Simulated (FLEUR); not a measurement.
# MnH2O2 (Pyrochroite): parallel and opposed starts, part 2 of 2

A self-consistent run ends on one state, which hangs on the start. Several orders of MnH2O2 (Pyrochroite) are started in FLEUR and their energies compared.

FLEUR MaX-R8.1; PBEsol with U = 4 eV on Mn d; all-electron FLAPW, Dirac cores, scalar-relativistic bands.

So far. Step 2 (Order 1, typed as ferro +): After 16 cycles the largest moment stands at 4.74 μB.

### 3. Order 2, typed as antiferro q=(0,1/2,1/2) +-

Another pattern of signs weighs the neighbour shells otherwise.

This order needs a doubled cell of 10 atoms. The mesh is halved along the doubled vector, so that both cells sample the same points. The k list default-1 (kpts.xml, not shown) is a Γ-centred 8×4×8 mesh.

Contents of inp.xml:

```
<?xml version="1.0" encoding="UTF-8" standalone="no"?>
<fleurInput fleurInputVersion="0.39">
   <comment>
      MnH2O2
   </comment>
   <calculationSetup>
      <cutoffs Kmax="4.4" Gmax="13.2" GmaxXC="13.2" numbands="0"/>
      <scfLoop itmax="130" minDistance="0.0001" maxIterBroyd="15" imix="Anderson" alpha="0.05" precondParam="0.0" spinf="2.0" sdNocoIR="T"/>
      <coreElectrons ctail="T" frcor="F" kcrel="0" coretail_lmax="0"/>
      <xcFunctional name="PBEs" relativisticCorrections="F"/>
      <magnetism jspins="2"/>
      <soc l_soc="F" theta="0.0" phi="0.0" spav="F"/>
      <expertModes spex="0" secvar="F"/>
      <geometryOptimization l_f="F" forcealpha="1.0" forcemix="BFGS" epsdisp="0.00001" epsforce="0.00001"/>
      <ldaU l_linMix="F" mixParam="0.05" spinf="1.0"/>
   </calculationSetup>
   <cell>
      <bzIntegration valenceElectrons="58.0" mode="hist" fermiSmearingEnergy="0.00183747">
         <kPointListSelection listName="default-1"/>
         <xi:include xmlns:xi="http://www.w3.org/2001/XInclude" href="kpts.xml"> </xi:include>
      </bzIntegration>
      <xi:include xmlns:xi="http://www.w3.org/2001/XInclude" href="sym.xml"> </xi:include>
      <bulkLattice scale="1.0">
         <bravaisMatrix>
            <row-1>    6.1416099049499993     0.0000000000000000     0.0000000000000000</row-1>
            <row-2>   -6.1416099049499993    10.6375803956438340     0.0000000000000000</row-2>
            <row-3>   -3.0708049524749996     5.3187901978219170     8.4659730382080003</row-3>
         </bravaisMatrix>
      </bulkLattice>
   </cell>
   <atomSpecies>
      <species name="Manganese 4.501" element="Mn" atomicNumber="25">
         <mtSphere radius="2.8" gridPoints="925" logIncrement="0.013"/>
         <atomicCutoffs lmax="10" lnonsphr="8"/>
         <electronConfig flipSpins="F">
            <coreConfig>(1s1/2) (2s1/2) (2p1/2) (2p3/2)</coreConfig>
            <valenceConfig>(3s1/2) (3p1/2) (3p3/2) (4s1/2) (3d3/2) (3d5/2)</valenceConfig>
            <stateOccupation state="(3d3/2)" spinUp="1.7505" spinDown="0.2495"/>
            <stateOccupation state="(3d5/2)" spinUp="3.0" spinDown="0.0"/>
         </electronConfig>
         <energyParameters s="4" p="4" d="3" f="4"/>
         <ldaU l="2" U="4.0" J="0.0" l_amf="F"/>
         <lo type="SCLO" l="0" n="3" eDeriv="0"/>
         <lo type="SCLO" l="1" n="3" eDeriv="0"/>
      </species>
      <species name="Manganese -4.501" element="Mn" atomicNumber="25">
         <mtSphere radius="2.8" gridPoints="925" logIncrement="0.013"/>
         <atomicCutoffs lmax="10" lnonsphr="8"/>
         <electronConfig flipSpins="F">
            <coreConfig>(1s1/2) (2s1/2) (2p1/2) (2p3/2)</coreConfig>
            <valenceConfig>(3s1/2) (3p1/2) (3p3/2) (4s1/2) (3d3/2) (3d5/2)</valenceConfig>
            <stateOccupation state="(3d3/2)" spinUp="0.2495" spinDown="1.7505"/>
            <stateOccupation state="(3d5/2)" spinUp="0.0" spinDown="3.0"/>
         </electronConfig>
         <energyParameters s="4" p="4" d="3" f="4"/>
         <ldaU l="2" U="4.0" J="0.0" l_amf="F"/>
         <lo type="SCLO" l="0" n="3" eDeriv="0"/>
         <lo type="SCLO" l="1" n="3" eDeriv="0"/>
      </species>
      <species name="Hydrogen (H)" element="H" atomicNumber="1">
         <mtSphere radius="0.79" gridPoints="263" logIncrement="0.03"/>
         <atomicCutoffs lmax="6" lnonsphr="4"/>
         <electronConfig flipSpins="F">
            <coreConfig></coreConfig>
            <valenceConfig>(1s1/2)</valenceConfig>
            <stateOccupation state="(1s1/2)" spinUp="0.500000" spinDown="0.500000"/>
         </electronConfig>
         <energyParameters s="1" p="2" d="3" f="4"/>
      </species>
      <species name="Oxygen (O)" element="O" atomicNumber="8">
         <mtSphere radius="1.03" gridPoints="341" logIncrement="0.03"/>
         <atomicCutoffs lmax="6" lnonsphr="4"/>
         <electronConfig flipSpins="F">
            <coreConfig>(1s1/2)</coreConfig>
            <valenceConfig>(2s1/2) (2p1/2) (2p3/2)</valenceConfig>
            <stateOccupation state="(2p1/2)" spinUp="0.666667" spinDown="0.666667"/>
            <stateOccupation state="(2p3/2)" spinUp="1.333333" spinDown="1.333333"/>
         </electronConfig>
         <energyParameters s="2" p="2" d="3" f="4"/>
      </species>
   </atomSpecies>
   <atomGroups>
      <atomGroup species="Manganese 4.501">
         <relPos label="                   1">.0000000000 .0000000000 .0000000000</relPos>
         <force calculate="T" relaxXYZ="TTT"/>
      </atomGroup>
      <atomGroup species="Manganese -4.501">
         <relPos label="                   2">.0000000000 1.000/2.000 .0000000000</relPos>
         <force calculate="T" relaxXYZ="TTT"/>
      </atomGroup>
      <atomGroup species="Hydrogen (H)">
         <relPos label="                   3">1.000/3.000 .1103333334 .4460000000</relPos>
         <relPos label="                   5">-1.000/3.000 -.1103333333 -.4460000000</relPos>
         <force calculate="T" relaxXYZ="TTT"/>
      </atomGroup>
      <atomGroup species="Hydrogen (H)">
         <relPos label="                   4">1.000/3.000 -.3896666667 .4460000000</relPos>
         <relPos label="                   6">-1.000/3.000 .3896666666 -.4460000000</relPos>
         <force calculate="T" relaxXYZ="TTT"/>
      </atomGroup>
      <atomGroup species="Oxygen (O)">
         <relPos label="                   7">1.000/3.000 .2203333334 .2260000000</relPos>
         <relPos label="                   9">-1.000/3.000 -.2203333334 -.2260000000</relPos>
         <force calculate="T" relaxXYZ="TTT"/>
      </atomGroup>
      <atomGroup species="Oxygen (O)">
         <relPos label="                   8">1.000/3.000 -.2796666666 .2260000000</relPos>
         <relPos label="                  10">-1.000/3.000 .2796666667 -.2260000000</relPos>
         <force calculate="T" relaxXYZ="TTT"/>
      </atomGroup>
   </atomGroups>
   <output dos="F" band="F" slice="F">
      <bandDOS minEnergy="-.5*Htr" maxEnergy="0.5*Htr" sigma="0.015" storeEVData="T"/>
      <plotting iplot="0" polar="F">
         <plot TwoD="T" vec1="  1.0  0.0  0.0" vec2="  0.0  1.0  0.0" vec3="  0.0  0.0  1.0" zero="  0.0  0.0  0.0" file="plot"/>
      </plotting>
      <moessbauerParams electricFieldGradient="F" isomerShift="F" coreHyperfine="F" valenceHyperfine="F"/>
   </output>
</fleurInput>
```

Contents of crystal.txt:

```
MnH2O2
&input film=F cartesian=F /
3.25000000000  0.00000000000  0.00000000000
-3.25000000000  5.62916512460  0.00000000000
-1.62500000000  2.81458256230  4.48000000000
1.8897261246
1.0 1.0 1.0

10
25 0.00000000000  0.00000000000  0.00000000000 : 4.501
25 0.00000000000  0.50000000000  0.00000000000 : -4.501
1 0.33333333335  0.11033333335  0.44600000000
1 0.33333333335  0.61033333335  0.44600000000
1 0.66666666665  0.88966666665  0.55400000000
1 0.66666666665  0.38966666665  0.55400000000
8 0.33333333340  0.22033333340  0.22600000000
8 0.33333333335  0.72033333335  0.22600000000
8 0.66666666660  0.77966666660  0.77400000000
8 0.66666666665  0.27966666665  0.77400000000

&kpt div1=8 div2=4 div3=8 gamma=T /
```

Launch:

```bash
$ OMP_NUM_THREADS=1 inpgen -f crystal.txt > inpgen.log  # inp.xml is then edited as shown
$ OMP_NUM_THREADS=1 mpirun -n 4 fleur_MPI > fleur.log
```

The program printed:

```text
[banner, memory and clock lines left out]
Welcome to FLEUR        (www.flapw.de)
      MaX-Release 8.1          (www.max-centre.eu)

 ========== k-point set info ==========
 Selected k-point list: default-1
 k-point list type: mesh
 8 x 4 x 8
 Number of k points: 132

 ------------Calculation Setup---------------------------
 Number of PE/node        :            4
 Number of OMP-threads    :            1
 k-points in parallel     :            4
 pe's per k-point         :            1
 No of k-point loops      :           33
 Eigenvalue solver        :       lapack
 Number of basis functions:          881
 Approximate size of matrices (H+S) per k-point:         0.012 GB
 no density matrix found ... skipping LDA+U
Nuclear radius smaller than smallest radial mesh point for atom type 3 -- skipping its core isomer shift
Nuclear radius smaller than smallest radial mesh point for atom type 4 -- skipping its core isomer shift
 Reset of history
 Iteration:     1   Distance:      24.77812099 me/bohr^3
Nuclear radius smaller than smallest radial mesh point for atom type 3 -- skipping its core isomer shift
Nuclear radius smaller than smallest radial mesh point for atom type 4 -- skipping its core isomer shift
 Iteration:     2   Distance:      23.15822170 me/bohr^3
Nuclear radius smaller than smallest radial mesh point for atom type 3 -- skipping its core isomer shift
Nuclear radius smaller than smallest radial mesh point for atom type 4 -- skipping its core isomer shift
 Iteration:     3   Distance:      21.46477715 me/bohr^3
Nuclear radius smaller than smallest radial mesh point for atom type 3 -- skipping its core isomer shift
Nuclear radius smaller than smallest radial mesh point for atom type 4 -- skipping its core isomer shift
 Iteration:     4   Distance:      13.41186648 me/bohr^3
Nuclear radius smaller than smallest radial mesh point for atom type 3 -- skipping its core isomer shift
Nuclear radius smaller than smallest radial mesh point for atom type 4 -- skipping its core isomer shift
 Iteration:     5   Distance:       6.96793767 me/bohr^3
Nuclear radius smaller than smallest radial mesh point for atom type 3 -- skipping its core isomer shift
Nuclear radius smaller than smallest radial mesh point for atom type 4 -- skipping its core isomer shift
 Iteration:     6   Distance:       2.04599730 me/bohr^3
Nuclear radius smaller than smallest radial mesh point for atom type 3 -- skipping its core isomer shift
Nuclear radius smaller than smallest radial mesh point for atom type 4 -- skipping its core isomer shift
 Iteration:     7   Distance:       0.84097680 me/bohr^3
Nuclear radius smaller than smallest radial mesh point for atom type 3 -- skipping its core isomer shift
Nuclear radius smaller than smallest radial mesh point for atom type 4 -- skipping its core isomer shift
 Iteration:     8   Distance:       0.68295489 me/bohr^3
Nuclear radius smaller than smallest radial mesh point for atom type 3 -- skipping its core isomer shift
Nuclear radius smaller than smallest radial mesh point for atom type 4 -- skipping its core isomer shift
 Iteration:     9   Distance:       0.06427294 me/bohr^3
Nuclear radius smaller than smallest radial mesh point for atom type 3 -- skipping its core isomer shift
Nuclear radius smaller than smallest radial mesh point for atom type 4 -- skipping its core isomer shift
 Iteration:    10   Distance:       0.05732227 me/bohr^3
Nuclear radius smaller than smallest radial mesh point for atom type 3 -- skipping its core isomer shift
Nuclear radius smaller than smallest radial mesh point for atom type 4 -- skipping its core isomer shift
 Iteration:    11   Distance:       0.01691565 me/bohr^3
Nuclear radius smaller than smallest radial mesh point for atom type 3 -- skipping its core isomer shift
Nuclear radius smaller than smallest radial mesh point for atom type 4 -- skipping its core isomer shift
 Iteration:    12   Distance:       0.01454739 me/bohr^3
Nuclear radius smaller than smallest radial mesh point for atom type 3 -- skipping its core isomer shift
Nuclear radius smaller than smallest radial mesh point for atom type 4 -- skipping its core isomer shift
 Iteration:    13   Distance:       0.00298554 me/bohr^3
Nuclear radius smaller than smallest radial mesh point for atom type 3 -- skipping its core isomer shift
Nuclear radius smaller than smallest radial mesh point for atom type 4 -- skipping its core isomer shift
 Iteration:    14   Distance:       0.00144515 me/bohr^3
Nuclear radius smaller than smallest radial mesh point for atom type 3 -- skipping its core isomer shift
Nuclear radius smaller than smallest radial mesh point for atom type 4 -- skipping its core isomer shift
 Iteration:    15   Distance:       0.00043820 me/bohr^3
Nuclear radius smaller than smallest radial mesh point for atom type 3 -- skipping its core isomer shift
Nuclear radius smaller than smallest radial mesh point for atom type 4 -- skipping its core isomer shift
 Iteration:    16   Distance:       0.00006747 me/bohr^3

 ********************************************************************
 Run finished successfully
 Stop message:
   all done
 ********************************************************************

--- out.xml (last complete iteration) ---
<iteration numberForCurrentRun="   16" overallNumber="   16">
         [... left out ...]
         <bandgap value="1.5489733453" units="eV"/>
         <sumValenceSingleParticleEnergies value="42.5602791319" units="Htr"/>
         <FermiEnergy value="1.4782229914" units="Htr"/>
         <valenceDensity>
            <mtCharges spin="1">
               <mtCharge atomType="1" total="9.8849793" s="1.2409262" p="3.3643325" d="5.0788745" f="0.1194421"/>
               <mtCharge atomType="2" total="5.1746234" s="1.2073104" p="3.3306246" d="0.4328431" f="0.1211328"/>
               <mtCharge atomType="3" total="0.1653003" s="0.1504294" p="0.0126871" d="0.0018694" f="0.0002790"/>
               <mtCharge atomType="4" total="0.1663769" s="0.1512738" p="0.0128957" d="0.0018890" f="0.0002825"/>
               <mtCharge atomType="5" total="1.4011546" s="0.4452881" p="0.9546042" d="0.0010810" f="0.0001540"/>
               <mtCharge atomType="6" total="1.4149194" s="0.4485052" p="0.9649781" d="0.0012452" f="0.0001630"/>
            </mtCharges>
            <mtCharges spin="2">
               <mtCharge atomType="1" total="5.1746234" s="1.2073104" p="3.3306246" d="0.4328431" f="0.1211328"/>
               <mtCharge atomType="2" total="9.8849793" s="1.2409262" p="3.3643325" d="5.0788745" f="0.1194421"/>
               <mtCharge atomType="3" total="0.1663769" s="0.1512738" p="0.0128957" d="0.0018890" f="0.0002825"/>
               <mtCharge atomType="4" total="0.1653003" s="0.1504294" p="0.0126871" d="0.0018694" f="0.0002790"/>
               <mtCharge atomType="5" total="1.4149194" s="0.4485052" p="0.9649781" d="0.0012452" f="0.0001630"/>
               <mtCharge atomType="6" total="1.4011546" s="0.4452881" p="0.9546042" d="0.0010810" f="0.0001540"/>
            </mtCharges>
            <spinDependentCharge spin="1" total="29.0000000" interstitial="7.6448950" mtSpheres="21.3551050"/>
            <spinDependentCharge spin="2" total="29.0000000" interstitial="7.6448950" mtSpheres="21.3551050"/>
            <totalCharge value="58.0000000000"/>
         </valenceDensity>
         [... left out ...]
         <magneticMomentsInMTSpheres units="muBohr">
            <globalMagMoment atomType="1" vec="0.00000   0.00000   4.71036"/>
            <localMagMoment atomType="1" vec="0.00000   0.00000   4.71036"/>
            <globalMagMoment atomType="2" vec="0.00000   0.00000  -4.71036"/>
            <localMagMoment atomType="2" vec="0.00000   0.00000  -4.71036"/>
            <globalMagMoment atomType="3" vec="0.00000   0.00000  -0.00108"/>
            <localMagMoment atomType="3" vec="0.00000   0.00000  -0.00108"/>
            <globalMagMoment atomType="4" vec="0.00000   0.00000   0.00108"/>
            <localMagMoment atomType="4" vec="0.00000   0.00000   0.00108"/>
            <globalMagMoment atomType="5" vec="0.00000   0.00000  -0.01376"/>
            <localMagMoment atomType="5" vec="0.00000   0.00000  -0.01376"/>
            <globalMagMoment atomType="6" vec="0.00000   0.00000   0.01376"/>
            <localMagMoment atomType="6" vec="0.00000   0.00000   0.01376"/>
         </magneticMomentsInMTSpheres>
         [... left out ...]
         <totalEnergy value="    -2616.9433909805" units="Htr">
            <sumOfEigenvalues value="    -1389.8922181739">
               <coreElectrons value="-1432.4524973057"/>
               <valenceElectrons value="42.5602791319"/>
            </sumOfEigenvalues>
            <densityCoulombPotentialIntegral value="-3853.5782924293"/>
            <densityEffectivePotentialIntegral value="-4032.7147168854"/>
            <chargeDenXCDenIntegral value="-137.0460356927"/>
            <FockExchangeEnergyValence value="0.0000000000"/>
            <FockExchangeEnergyCore value="0.0000000000"/>
         [... left out ...]
            <dftUCorrection value="-0.7687019099"/>
            <tkbTimesEntropy value="0.0000000000"/>
            <freeEnergy value="-2616.9433909805"/>
            <extrapolationTo0K value="-2616.9433909805"/>
         </totalEnergy>
         [... left out ...]
         <ldaUDensityMatrixConvergence>
            <distance spin="1" distance="0.000002"/>
            <distance spin="2" distance="0.000002"/>
         </ldaUDensityMatrixConvergence>
         <densityConvergence units="me/bohr^3">
            <chargeDensity spin="1" distance="0.0000455114"/>
            <chargeDensity spin="2" distance="0.0000455113"/>
            <overallChargeDensity distance="0.0000674714"/>
            <spinDensity distance="0.0000610962"/>
         </densityConvergence>
      </iteration>
```

It took 2.7 min on 4 MPI ranks of AMD EPYC 9R45, shared host; peak memory 0.87 GiB; 11 min of CPU time.

Spin moment in the muffin-tin sphere by atom:

```csv
atom,spin moment in the muffin-tin sphere (μB)
Mn1,4.71
Mn2,-4.71
H3,0.00
H4,0.00
H5,0.00
H6,0.00
O7,-0.01
O8,0.01
O9,-0.01
O10,0.01
```

Read from the output:

```yaml
free_energy: -71210.6574 eV
program_s_band_gap_on_this_mesh_in_a_metal_only_a_level_spacing: 1.549 eV
magnetization: 0 μB
final_state: antiferromagnetic
```

It lies 7.92 meV a seeded atom under the first start, and its largest moment is 4.71 μB against 4.74 μB.

### 4. Ranking

Free energies are divided by the number of seeded atoms, so that cells of unlike size compare. Wavevectors q in the names are fractions of the primitive cell's reciprocal vectors.

Orders:

```csv
start,final state,typed order kept,energy over the lowest (meV a seeded atom),largest sphere moment (μB),net moment (μB a primitive cell),mesh matched,CPU time (s)
ferro +,ferromagnetic,yes,7.917,4.739,5,yes,71.04
"antiferro q=(0,1/2,1/2) +-",antiferromagnetic,yes,0,4.71,0,yes,658.5
```

### 5. Summary of results

```json
{"lowest state found": "antiferromagnetic (typed antiferro q=(0,1/2,1/2) +-)", "largest site spin moment": "4.71 μB", "next finished state": "ferromagnetic, 7.92 meV a seeded atom higher"}
```

In words: The lowest state found is antiferromagnetic, reached from the start antiferro q=(0,1/2,1/2) +-, with moments up to 4.71 μB. The next finished state costs 7.9 meV a seeded atom. This is the lowest of 2 finished starts, no proof of the ground state.

[Logs and program files are shortened in this print: banners, set-up blocks, solver, clock and traceback lines can be left out without a mark of their own.]

[Logs are printed without paths, hosts, clocks, repeated set-up lines and the standing remarks that a program may print on its own settings, such as how far it seeks lower states.]

[Hosts, paths, dates, database ids (printed as entryN), source tags and the programs' standing remarks are cut or masked in the printed files.]

[Where a cell is said to come from a database of computed structures, the database is the Materials Project.]
